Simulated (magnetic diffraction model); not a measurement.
# Which magnetic order? BaFe2O3

Space group Cmcm (no. 63), a = 7.5210 Å, b = 9.8470 Å, c = 4.4760 Å.

```
site  atom       x       y    z
  4c    Ba     1/2  0.8088  3/4
  8e    Fe  0.8385       0  1/2
  4c     O     1/2  0.3826  3/4
  8g     O  0.2937  0.8765  1/4
```

The compound is invented for this exercise: a known structure type with other elements, its cell scaled to their sizes and not relaxed.

Only Fe is taken to order (form factors of Fe2+); orders and moment sizes are assumed, and not adapted to the symmetry. Radiation: neutrons of λ = 1.594 Å, 3° to 45°; isotropic B of 0.17 Å² (Ba), 0.26 Å² (Fe) and 0.41 Å² (O). Simulated constant-wavelength pattern: nuclear and magnetic terms add, the magnetic one as |2.695 fm × Σ f S⊥ exp(2πi Q·r) exp(−B s²)|², summed over all Q at one angle with the factor 1/(sin²θ cos θ). For collinear order S is the moment m, which repeats by lattice and centring translations R with the sign exp(−2πi k·R). Free-ion form factors, Sears's scattering lengths of 1992, no absorption; a label names one of the reflections at its angle. The strongest nuclear line in the range is 100, and lines under 0.2 are left out.

Above the ordering temperature:

| 2θ (°) | index | I |
| --- | --- | --- |
| 15.33 | (1 1 0) | 80.8 |
| 18.63 | (0 2 0) | 67.1 |
| 24.47 | (2 0 0) | 8.4 |
| 25.71 | (1 1 1) | 1.0 |
| 27.85 | (0 2 1) | 1.4 |
| 30.73 | (1 3 0) | 35.0 |
| 30.93 | (2 2 0) | 27.4 |
| 37.23 | (1 3 1) | 23.4 |
| 37.41 | (2 2 1) | 100.0 |
| 37.78 | (0 4 0) | 0.3 |
| 38.30 | (3 1 0) | 14.2 |
| 41.72 | (0 0 2) | 0.7 |
| 43.37 | (0 4 1) | 2.1 |
| 43.83 | (3 1 1) | 9.6 |
| 44.70 | (1 1 2) | 19.1 |

Below it (cell unchanged):

```
2θ (°)      I
 15.33  115.7
 18.63   94.5
 24.47   13.1
 25.71    1.0
 27.85    1.4
 30.73   39.7
 30.93   31.5
 37.23   23.4
 37.41  100.0
 37.78    4.3
 38.30   26.7
 41.72    8.4
 43.37    2.1
 43.83    9.6
 44.70   25.5
```

**Question.** Find the propagation vector, then choose among these models:
A. collinear moments along [110], 3.45 μB on Fe; signs + at (0.8385, 0, 1/2), + at (0.1615, 0, 0), − at (0.1615, 0, 1/2), − at (0.8385, 0, 0)
B. collinear moments along [010], 3.45 μB on Fe; signs + at (0.8385, 0, 1/2), + at (0.1615, 0, 0), + at (0.1615, 0, 1/2), + at (0.8385, 0, 0)
C. collinear moments along [110], 3.45 μB on Fe; signs + at (0.8385, 0, 1/2), + at (0.1615, 0, 0), + at (0.1615, 0, 1/2), + at (0.8385, 0, 0)
D. collinear moments along [010], 3.45 μB on Fe; signs + at (0.8385, 0, 1/2), + at (0.1615, 0, 0), − at (0.1615, 0, 1/2), − at (0.8385, 0, 0)

No line moves, and magnetic intensity falls on nuclear lines such as the one at 15.33°, so the magnetic cell equals the chemical primitive cell: k = 0.

Magnetic intensity, observed (below minus above) and for each model:

| 2θ (°) | index | observed | A | B | C | D |
| --- | --- | --- | --- | --- | --- | --- |
| 15.33 | (1 1 0) | 34.8 | <0.2 | 41.1 | 34.8 | <0.2 |
| 18.63 | (0 2 0) | 27.4 | <0.2 | <0.2 | 27.4 | <0.2 |
| 25.71 | (1 1 1) | <0.2 | 79.9 | <0.2 | <0.2 | 83.3 |
| 32.14 | (2 0 1) | <0.2 | 22.4 | <0.2 | <0.2 | 28.5 |
| 37.23 | (1 3 1) | <0.2 | 19.3 | <0.2 | <0.2 | 13.7 |
| 37.41 | (2 2 1) | <0.2 | 24.1 | <0.2 | <0.2 | 26.5 |
| 38.30 | (3 1 0) | 12.5 | <0.2 | 19.1 | 12.5 | <0.2 |
| 41.72 | (0 0 2) | 7.7 | <0.2 | 7.7 | 7.7 | <0.2 |

Model C matches.

The structure used: k = (0 0 0), collinear moments along [110], 3.45 μB on Fe; signs + at (0.8385, 0, 1/2), + at (0.1615, 0, 0), + at (0.1615, 0, 1/2), + at (0.8385, 0, 0).

[Logs are printed without paths, hosts, clocks, repeated set-up lines and the standing remarks that a program may print on its own settings, such as how far it seeks lower states.]
